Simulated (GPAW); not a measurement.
# Ballistic transport through CN in line between two Rh chains, from relaxation to T(E), part 2 of 2

Aim: the conductance of CN in line between two Rh chains after relaxation, and whether geometry, basis or functional moves it most.

GPAW 26.7.0; GPAW LCAO, PAW setups; relaxation of the junction within the symmetry of its start, lead ends held (the session's first sound run).

So far, transmission at the Fermi level (one spin): step 3 (double-zeta polarised basis) 1.70; step 4 (basis szp(dzp)) 1.65.

**5. GPAW, sz: basis = "sz(dzp)"**

Level of this step: GPAW LCAO, PAW setups; Landauer transmission from Green's functions with principal layers (ASE), zero bias (GPAW).

One function for each valence shell of the setup, as for a first survey of a large system.

File run.py:

```python
import json
import numpy as np
from ase import Atoms
from ase.transport.calculators import TransportCalculator
from gpaw import GPAW, FermiDirac
from gpaw.lcao.tools import get_lcao_hamiltonian
from scipy.linalg import eigh

# The junction with lead layers at both ends, along the third cell vector
device = Atoms(
    ['Rh', 'Rh', 'Rh', 'Rh', 'Rh', 'Rh', 'Rh', 'Rh', 'C', 'N', 'Rh', 'Rh', 'Rh', 'Rh', 'Rh', 'Rh', 'Rh', 'Rh'],
    positions=[
        [4.50000, 4.50000, 1.15000],
        [4.50000, 4.50000, 3.45000],
        [4.50000, 4.50000, 5.75000],
        [4.50000, 4.50000, 8.05000],
        [4.50000, 4.50000, 10.35000],
        [4.50000, 4.50000, 12.65000],
        [4.50000, 4.50000, 14.95000],
        [4.50000, 4.50000, 17.15143],
        [4.50000, 4.50000, 18.99632],
        [4.50000, 4.50000, 20.19639],
        [4.50000, 4.50000, 22.07014],
        [4.50000, 4.50000, 24.23730],
        [4.50000, 4.50000, 26.53730],
        [4.50000, 4.50000, 28.83730],
        [4.50000, 4.50000, 31.13730],
        [4.50000, 4.50000, 33.43730],
        [4.50000, 4.50000, 35.73730],
        [4.50000, 4.50000, 38.03730]],
    cell=[[9.0, 0.0, 0.0], [0.0, 9.0, 0.0], [0.0, 0.0, 39.1873]],
    pbc=True)

# One principal layer of the lead: the first 5 atoms of the device
lead = Atoms(
    ['Rh', 'Rh', 'Rh', 'Rh', 'Rh'],
    positions=[
        [4.50000, 4.50000, 1.15000],
        [4.50000, 4.50000, 3.45000],
        [4.50000, 4.50000, 5.75000],
        [4.50000, 4.50000, 8.05000],
        [4.50000, 4.50000, 10.35000]],
    cell=[[9.0, 0.0, 0.0], [0.0, 9.0, 0.0], [0.0, 0.0, 11.5]],
    pbc=True)

settings = dict(mode='lcao', basis='sz(dzp)', xc='PBE', h=0.18,
                occupations=FermiDirac(0.1), maxiter=250,
                mixer=dict(beta=0.1, nmaxold=8, weight=100.0),
                convergence=dict(density=0.0001))
energies = np.arange(-2, 2 + 1e-9, 0.025)
eta = 0.0001
n1, n2 = 1, 1
# k and -k transmit alike, so half of the mesh across the current serves
mesh = [(i, j) for i in range(n1) for j in range(n2) if (i, j) <= (-i % n1, -j % n2)]
weights = np.array([1 if (i, j) == (-i % n1, -j % n2) else 2 for i, j in mesh]) / (n1 * n2)


def ground_state(atoms, size, txt):
    atoms.calc = GPAW(kpts={'size': size, 'gamma': True}, symmetry={'tolerance': 1e-3}, txt=txt, **settings)
    atoms.get_potential_energy()
    return atoms.calc.get_fermi_level()


def blocks(atoms, fermi, points, nz, cells):
    """H - E_F S and S between cell 0 and the cells above it, at each point across the current."""
    kz = np.arange(nz) / nz
    calc = atoms.calc.fixed_density(kpts=[(*k, z) for k in points for z in kz], symmetry='off', txt=None)
    H, S = get_lcao_hamiltonian(calc)
    H = (H - fermi * S).reshape(len(H), len(points), nz, *S.shape[1:])
    S = S.reshape(H.shape[1:])
    phases = [np.exp(-2j * np.pi * kz * R) / nz for R in cells]
    return [(np.einsum('skzij,z->ksij', H, p), np.einsum('kzij,z->kij', S, p)) for p in phases]


def pair(a, b):
    return np.block([[a, b], [b.T.conj(), a]])


def count_channels(h, s, cells, nk=240):
    """Half the number of times that the lead's bands cross each energy, unfolded to its shortest repeat."""
    b = len(h) // cells
    bands = []
    for k in (np.arange(nk + 1) + 0.5) / nk:
        hk, sk = h[:b, :b].copy(), s[:b, :b].copy()
        for R in range(1, cells):
            phase, block = np.exp(2j * np.pi * k * R), slice(R * b, (R + 1) * b)
            hk += h[:b, block] * phase + (h[:b, block] * phase).T.conj()
            sk += s[:b, block] * phase + (s[:b, block] * phase).T.conj()
        w, u = eigh(sk)
        x = u[:, w > 1e-5] / w[w > 1e-5]**0.5  # drop near-dependent combinations
        bands.append(np.r_[eigh(x.T.conj() @ hk @ x, eigvals_only=True), [1e9] * (w <= 1e-5).sum()])
    below = np.array(bands)[:, :, None] < energies
    return (below[1:] != below[:-1]).sum((0, 1)) / 2


fermi_lead = ground_state(lead, (1, 1, 10), 'lead.txt')
fermi_device = ground_state(device, (1, 1, 2), 'device.txt')
T, channels, eigen, tail, misfit, shifts = [], [], [], 0.0, 0.0, []
for first in range(0, len(mesh), 342):
    points = [(i / n1, j / n2) for i, j in mesh[first:first + 342]]
    (H0k, S0k), (H1k, S1k), (H2k, _) = blocks(lead, fermi_lead, points, 5, range(3))
    [(Hk, Sk)] = blocks(device, fermi_device, points, 2, [0])
    tail = max(tail, abs(H2k).max())
    for H0, S0, H1, S1, H, S in zip(H0k, S0k, H1k, S1k, Hk, Sk):
        n = len(S0)
        # Shift the lead onto the potential of the device's first layer
        shift = ((H[:, 0, 0] - H0[:, 0, 0]) / S0[0, 0]).real.mean()
        shifts.append(shift)
        misfit = max(misfit, abs(H[:, :n, :n] - H0 - shift * S0).max())
        Tk, Ck, Ek = [], [], []
        for s in range(len(H)):
            t = s % len(H0)  # a lead without moments serves both spins
            h1, s1 = pair(H0[t] + shift * S0, H1[t] + shift * S1), pair(S0, S1)
            leads = dict(h1=h1, s1=s1, energies=energies, eta=eta, eta1=eta, eta2=eta)
            calc = TransportCalculator(h=H[s], s=S, eigenchannels=3, **leads)
            Tk.append(calc.get_transmission())
            Ek.append(np.sort(calc.eigenchannels_ne, axis=0)[::-1])
            Ck.append(count_channels(h1, s1, 10))
        T.append(Tk)
        channels.append(Ck)
        eigen.append(Ek)
T, channels = np.array(T), np.array(channels)
mean, open_channels = np.einsum('kse,k->se', T, weights), np.einsum('kse,k->se', channels, weights)

print(f'basis functions: device {len(S)}, principal layer {n}')
print(f'Fermi level: lead {fermi_lead:.4f} eV, device {fermi_device:.4f} eV; lead shifted by {np.mean(shifts):.4f} eV')
print(f'largest coupling past the next layer {tail:.2e} eV, largest misfit of the first layer {misfit:.3f} eV')
print('  E-E_F (eV)   ' + 'T (one spin)  channels')
for e, t, c in zip(energies, mean.T, open_channels.T):
    print(f'{e:10.3f}  ', *[f'{x:11.4e}' for x in t], *[f'{x:9.4f}' for x in c])

kT = 8.617333e-5 * 300
fine = np.linspace(energies[0], energies[-1], 4001)
both = np.exp(np.interp(fine, energies, np.log(np.maximum(mean.sum(0) * 2 / len(mean), 1e-30))))
fermi = lambda mu: 1 / (1 + np.exp(np.clip((fine - mu) / kT, -200, 200)))
slope = fermi(0) * (1 - fermi(0)) / kT
G = np.trapezoid(both * slope, fine) / 2
seebeck = -np.trapezoid(both * slope * fine, fine) / (2 * G * 300) * 1e6
print(f'conductance at 300 K: {G:.5g} G0 a cell; thermopower {seebeck:.4g} uV/K')
bias = [0.1, 0.2, 0.5, 1.0, 1.5, 2.0]
current = [38.74 * np.trapezoid(both * (fermi(V / 2) - fermi(-V / 2)), fine) for V in bias]
for V, I in zip(bias, current):
    print(f'current from the zero-bias T(E) at {V} V: {I:.5g} uA')
zero = abs(energies).argmin()
json.dump(dict(energies=energies.tolist(), T=mean.tolist(), channels=open_channels.tolist(), G=G, seebeck=seebeck,
               bias=bias, current=current, tail=tail, misfit=misfit, shift=np.mean(shifts), n_device=len(S), n_lead=n,
               fermi=[fermi_lead, fermi_device], energy=device.get_potential_energy(),
               moments=device.get_magnetic_moments().tolist(), mesh=mesh, weights=weights.tolist(),
               T_k=T[:, :, zero].tolist(), eigen=np.array(eigen[0]).tolist()), open('result.json', 'w'))
```

Run with:

```console
$ OMP_NUM_THREADS=1 OPENBLAS_NUM_THREADS=1 python run.py
```

The log of the run:

```text
basis functions: device 200, principal layer 60
Fermi level: lead -3.6411 eV, device -3.7301 eV; lead shifted by -0.0031 eV
largest coupling past the next layer 2.07e-04 eV, largest misfit of the first layer 0.047 eV
  E-E_F (eV)   T (one spin)  channels
    -2.000    6.4172e-01    1.0000
    -1.975    6.5320e-01    1.0000
    -1.950    6.6527e-01    3.0000
[...]
1.975    3.6662e-02    1.0000
     2.000    3.6697e-02    1.0000
conductance at 300 K: 1.6784 G0 a cell; thermopower -0.487 uV/K
current from the zero-bias T(E) at 0.1 V: 13 uA
current from the zero-bias T(E) at 0.2 V: 25.973 uA
current from the zero-bias T(E) at 0.5 V: 64.467 uA
current from the zero-bias T(E) at 1.0 V: 125.87 uA
current from the zero-bias T(E) at 1.5 V: 181.82 uA
current from the zero-bias T(E) at 2.0 V: 227.06 uA
```

It took 3.7 min on 1 thread of Arm Neoverse V1, shared host; peak memory 2.1 GiB.

This step gave:

```
conductance                                             : 1.678 G₀
largest coupling past the next principal layer          : 2.07e-4 eV
largest misfit of the first principal layer             : 0.04671 eV
shift that aligns the lead                              : -0.003125 eV
basis functions of the junction                         : 200
basis functions of a principal layer                    : 60
transmission at the Fermi level (one spin)              : 1.680
open channels of the lead at the Fermi level (one spin) : 4
```

The conductance, 1.68 G₀, lies 1.0 % below that of the dzp run.

**6. revPBE in the dzp basis: xc = "revPBE"**

Back in the dzp basis, the functional changes from PBE to revPBE, to set the spread between functionals beside that between bases.

run.py, as its differences from that of step 5:

```diff
@@ -45,3 +45,3 @@
 
-settings = dict(mode='lcao', basis='sz(dzp)', xc='PBE', h=0.18,
+settings = dict(mode='lcao', basis='dzp', xc='revPBE', h=0.18,
                 occupations=FermiDirac(0.1), maxiter=250,
```

The log of the run:

```text
basis functions: device 458, principal layer 135
Fermi level: lead -3.6077 eV, device -3.6361 eV; lead shifted by -0.0037 eV
largest coupling past the next layer 2.04e-04 eV, largest misfit of the first layer 0.094 eV
  E-E_F (eV)   T (one spin)  [channel counts left out]
    -2.000    7.4217e-01
    -1.975    7.5378e-01
    -1.950    7.6614e-01
[...]
1.975    3.0607e-02
     2.000    3.0505e-02
conductance at 300 K: 1.693 G0 a cell; thermopower -0.6346 uV/K
current from the zero-bias T(E) at 0.1 V: 13.112 uA
current from the zero-bias T(E) at 0.2 V: 26.198 uA
current from the zero-bias T(E) at 0.5 V: 65.049 uA
current from the zero-bias T(E) at 1.0 V: 127.23 uA
current from the zero-bias T(E) at 1.5 V: 184.47 uA
current from the zero-bias T(E) at 2.0 V: 232.71 uA
```

The job ended after 8.3 min (1 thread; peak memory 2.3 GiB).

Numbers from this step:

```yaml
conductance: 1.693 G₀
largest_coupling_past_the_next_principal_layer: 2.04e-4 eV
largest_misfit_of_the_first_principal_layer: 0.09445 eV
shift_that_aligns_the_lead: -0.003685 eV
basis_functions_of_the_junction: 458
basis_functions_of_a_principal_layer: 135
transmission_at_the_fermi_level_one_spin: 1.695
```

The conductance equals that of the dzp run to 0.2 %.

**7. Without the relaxation: geometry = "as built"**

The dzp basis with PBE on the structure as first built shows what the relaxation was worth.

run.py, as its differences from that of step 6:

```diff
@@ -19,6 +19,6 @@
         [4.50000, 4.50000, 14.95000],
-        [4.50000, 4.50000, 17.15143],
-        [4.50000, 4.50000, 18.99632],
-        [4.50000, 4.50000, 20.19639],
-        [4.50000, 4.50000, 22.07014],
+        [4.50000, 4.50000, 17.25000],
+        [4.50000, 4.50000, 19.01570],
+        [4.50000, 4.50000, 20.19570],
+        [4.50000, 4.50000, 21.93730],
         [4.50000, 4.50000, 24.23730],
@@ -45,3 +45,3 @@
 
-settings = dict(mode='lcao', basis='dzp', xc='revPBE', h=0.18,
+settings = dict(mode='lcao', basis='dzp', xc='PBE', h=0.18,
                 occupations=FermiDirac(0.1), maxiter=250,
```

The log of the run:

```text
basis functions: device 458, principal layer 135
Fermi level: lead -3.7261 eV, device -3.7621 eV; lead shifted by -0.0025 eV
largest coupling past the next layer 2.07e-04 eV, largest misfit of the first layer 0.125 eV
  E-E_F (eV)   T (one spin)  [channel counts left out]
    -2.000    1.7328e+00
    -1.975    1.7439e+00
    -1.950    1.7551e+00
[...]
1.975    3.2856e-02
     2.000    3.2602e-02
conductance at 300 K: 2.0071 G0 a cell; thermopower 0.5693 uV/K
current from the zero-bias T(E) at 0.1 V: 15.547 uA
current from the zero-bias T(E) at 0.2 V: 31.068 uA
current from the zero-bias T(E) at 0.5 V: 77.238 uA
current from the zero-bias T(E) at 1.0 V: 151.72 uA
current from the zero-bias T(E) at 1.5 V: 221.33 uA
current from the zero-bias T(E) at 2.0 V: 281.7 uA
```

The job ended after 8.6 min (1 thread; peak memory 2.3 GiB).

Numbers from this step:

```yaml
conductance: 2.007 G₀
largest_coupling_past_the_next_principal_layer: 2.07e-4 eV
largest_misfit_of_the_first_principal_layer: 0.1251 eV
shift_that_aligns_the_lead: -0.002499 eV
transmission_at_the_fermi_level_one_spin: 2.009
```

The conductance, 2.01 G₀, lies 18 % above that of the dzp run.

**8. The ladder**

Times are for 1 thread of Arm Neoverse V1, shared host. The series side by side:

| no. | run | conductance (G₀) | time | memory (GiB) |
| --- | --- | --- | --- | --- |
| 1 | dzp | 1.695 | 8.5 min | 2.3 |
| 2 | szp | 1.650 | 5.2 min | 2.2 |
| 3 | sz | 1.678 | 3.7 min | 2.1 |
| 4 | dzp revPBE | 1.693 | 8.3 min | 2.3 |
| 5 | asbuilt | 2.007 | 8.6 min | 2.3 |

**9. The levels side by side**

The curves are compared point by point over the common energies.

This step: comparison of transmission and cost over codes, levels and geometry (GPAW 26.7.0).

Ladder, by row:

| step | code | T at the Fermi level (sum over the listed spins) | conductance (G0) | r.m.s. T(E) from the first | wall time (s) | peak memory (GiB) | threads |
| --- | --- | --- | --- | --- | --- | --- | --- |
| dzp | GPAW | 1.696 | 1.695 | 0 | 507.6 | 2.3 | 1 |
| szp | GPAW | 1.652 | 1.65 | 0.07503 | 314.1 | 2.19 | 1 |
| sz | GPAW | 1.68 | 1.678 | 0.07008 | 224.8 | 2.1 | 1 |
| dzp-revPBE | GPAW | 1.695 | 1.693 | 0.008902 | 499.6 | 2.3 | 1 |
| asbuilt | GPAW | 2.009 | 2.007 | 0.5266 | 513.2 | 2.3 | 1 |

Table of transmission, zone mean, sum over the listed spins by energy, zero at the Fermi level:

| energy (eV) | dzp | szp | sz | dzp-revPBE | asbuilt |
| --- | --- | --- | --- | --- | --- |
| -2.000 | 0.744 | 0.713 | 0.642 | 0.742 | 1.73 |
| -1.800 | 0.848 | 0.820 | 0.748 | 0.852 | 1.82 |
| -1.600 | 0.969 | 0.940 | 0.873 | 0.977 | 1.88 |
| -1.400 | 1.08 | 1.05 | 0.993 | 1.08 | 1.92 |
| -1.200 | 1.15 | 1.13 | 1.09 | 1.15 | 1.94 |
| -1.000 | 1.22 | 1.20 | 1.16 | 1.22 | 1.97 |
| -0.800 | 1.28 | 1.26 | 1.26 | 1.28 | 1.97 |
| -0.600 | 1.40 | 1.38 | 1.38 | 1.40 | 1.96 |
| -0.400 | 1.53 | 1.50 | 1.52 | 1.53 | 1.99 |
| -0.200 | 1.64 | 1.60 | 1.63 | 1.64 | 2.01 |
| 0.000 | 1.70 | 1.65 | 1.68 | 1.70 | 2.01 |
| 0.050 | 1.70 | 1.65 | 1.68 | 1.70 | 2.00 |
| 0.075 | 1.70 | 1.65 | 1.68 | 1.70 | 1.99 |
| 0.100 | 1.70 | 1.65 | 1.68 | 1.70 | 1.99 |
| 0.125 | 1.70 | 1.65 | 1.68 | 1.70 | 1.98 |
| 0.200 | 1.70 | 1.64 | 1.68 | 1.70 | 1.95 |
| 0.400 | 1.67 | 1.59 | 1.63 | 1.66 | 1.84 |
| 0.600 | 1.60 | 1.48 | 1.55 | 1.59 | 1.67 |
| 0.800 | 1.44 | 1.28 | 1.36 | 1.43 | 1.37 |
| 1.000 | 0.876 | 0.624 | 0.662 | 0.844 | 0.704 |
| 1.200 | 0.0492 | 0.0423 | 0.0462 | 0.0514 | 0.0628 |
| 1.400 | 0.0385 | 0.0344 | 0.0399 | 0.0399 | 0.0474 |
| 1.600 | 0.0335 | 0.0309 | 0.0375 | 0.0344 | 0.0395 |
| 1.800 | 0.0310 | 0.0293 | 0.0366 | 0.0317 | 0.0351 |
| 2.000 | 0.0298 | 0.0287 | 0.0367 | 0.0305 | 0.0326 |

**10. K-points along the lead 4, smearing 0.05, basis szp(dzp)**

The lead's own mesh along the current sets its density and potential; where the lead is aligned to the junction's end layer, a rigid shift drops out. Smearing helps the SCF of a metal converge, but it blurs occupations at band edges near the Fermi level. A smaller basis is cheaper in every inversion.

This step: GPAW LCAO, PAW setups; Landauer transmission from Green's functions with principal layers (ASE), zero bias (GPAW 26.7.0).

run.py, as its differences from that of step 7:

```diff
@@ -19,6 +19,6 @@
         [4.50000, 4.50000, 14.95000],
-        [4.50000, 4.50000, 17.25000],
-        [4.50000, 4.50000, 19.01570],
-        [4.50000, 4.50000, 20.19570],
-        [4.50000, 4.50000, 21.93730],
+        [4.50000, 4.50000, 17.15143],
+        [4.50000, 4.50000, 18.99632],
+        [4.50000, 4.50000, 20.19639],
+        [4.50000, 4.50000, 22.07014],
         [4.50000, 4.50000, 24.23730],
@@ -45,4 +45,4 @@
 
-settings = dict(mode='lcao', basis='dzp', xc='PBE', h=0.18,
-                occupations=FermiDirac(0.1), maxiter=250,
+settings = dict(mode='lcao', basis='szp(dzp)', xc='PBE', h=0.18,
+                occupations=FermiDirac(0.05), maxiter=250,
                 mixer=dict(beta=0.1, nmaxold=8, weight=100.0),
@@ -95,3 +95,3 @@
 
-fermi_lead = ground_state(lead, (1, 1, 10), 'lead.txt')
+fermi_lead = ground_state(lead, (1, 1, 4), 'lead.txt')
 fermi_device = ground_state(device, (1, 1, 2), 'device.txt')
```

The log of the run:

```text
basis functions: device 258, principal layer 75
Fermi level: lead -3.6500 eV, device -3.7171 eV; lead shifted by -0.0206 eV
largest coupling past the next layer 2.08e-04 eV, largest misfit of the first layer 0.152 eV
  E-E_F (eV)   T (one spin)  channels
    -2.000    6.7948e-01    3.0000
    -1.975    6.9283e-01    1.0000
    -1.950    7.0688e-01    1.0000
    -1.925    7.2155e-01    3.0000
    -1.900    7.3678e-01    3.0000
    -1.875    7.5250e-01    3.0000
    -1.850    7.6864e-01    3.0000
    -1.825    7.8513e-01    3.0000
    -1.800    8.0191e-01    3.0000
    -1.775    8.1890e-01    3.0000
    -1.750    8.3605e-01    3.0000
    -1.725    8.5329e-01    3.0000
    -1.700    8.7054e-01    3.0000
    -1.675    8.8775e-01    3.0000
    -1.650    9.0485e-01    3.0000
    -1.625    9.2178e-01    3.0000
[...]
1.825    2.8424e-02    1.0000
     1.850    2.8339e-02    1.0000
     1.875    2.8272e-02    1.0000
     1.900    2.8221e-02    1.0000
     1.925    2.8186e-02    1.0000
     1.950    2.8164e-02    1.0000
     1.975    2.8155e-02    1.0000
     2.000    2.8157e-02    1.0000
conductance at 300 K: 1.6415 G0 a cell; thermopower 0.1063 uV/K
current from the zero-bias T(E) at 0.1 V: 12.715 uA
current from the zero-bias T(E) at 0.2 V: 25.412 uA
current from the zero-bias T(E) at 0.5 V: 63.224 uA
current from the zero-bias T(E) at 1.0 V: 124.02 uA
current from the zero-bias T(E) at 1.5 V: 178.89 uA
current from the zero-bias T(E) at 2.0 V: 224.57 uA
```

It took 5.8 min on 1 thread; peak memory 2.2 GiB.

The run finished with changed settings (lead_nz = 4, width = 0.05 and basis = "szp(dzp)"); it serves as a test.

Side by side:

| quantity | this run | sound run | difference |
| --- | --- | --- | --- |
| conductance (G₀) | 1.6415 | 1.6946 | -0.0531 |
| largest coupling past the next principal layer (eV) | 2.076e-4 | 2.072e-4 | 4.1e-7 |
| largest misfit of the first principal layer (eV) | 0.15235 | 0.089128 | 0.0632 |
| shift that aligns the lead (eV) | -0.020569 | -0.0041511 | -0.0164 |
| basis functions of the junction | 258 | 458 | -200 |
| basis functions of a principal layer | 75 | 135 | -60 |
| transmission at the Fermi level (one spin) | 1.6425 | 1.6961 | -0.0536 |

One result that differs is the largest misfit of the first principal layer, 0.152 eV against 0.0891 eV.

**11. Summary of results**

| Quantity | Value |
| --- | --- |
| conductance | 1.69 G₀ |
| transmission at the Fermi level, mean of the spins | 1.70 |

What this shows: In the dzp basis the junction conducts 1.69 G₀ at 300 K, with T = 1.70 a spin at the Fermi level; the sz basis reaches that conductance within 10 %. Relaxation moved atoms by up to 0.13 Å and took the conductance from 2.01 to 1.69 G₀, as a ratio a larger change than the step from dzp to the minimal basis. At the Fermi level the three most open eigenchannels pass 0.79, 0.79 and 0.13. Measured against the first run (dzp), the nearest curve is that of dzp-revPBE (r.m.s. 0.0089) and the farthest that of asbuilt (0.53). Over the compared runs wall time goes from 225 s (sz) to 513 s (asbuilt), on a shared host. The leads kept an estimated spacing and the cell its length, so the junction may be under some tension or compression. The geometry comes from the orbital basis, which tends to overbind, and kept the symmetry of the start, so a structure of lower symmetry may lie lower. The run had no spin polarisation, so a magnetic state, which chains and small molecules with open shells often have, wasn't tested. An evenly spaced straight chain is an idealisation: free chains tend to dimerise, zigzag or, where a band edge lies near the Fermi level, turn magnetic. The currents use the zero-bias T(E) throughout, which holds only while the bias is small against the distance to the nearest feature. The thermopower isn't quoted: it samples T(E) farther from the Fermi level than the conductance does, and the energy grid wasn't tested for it.

[Logs are printed without paths, hosts, clocks, repeated set-up lines and the standing remarks that a program may print on its own settings, such as how far it seeks lower states.]

[Hosts, paths, dates, database ids (printed as entryN), source tags and the programs' standing remarks are cut or masked in the printed files.]
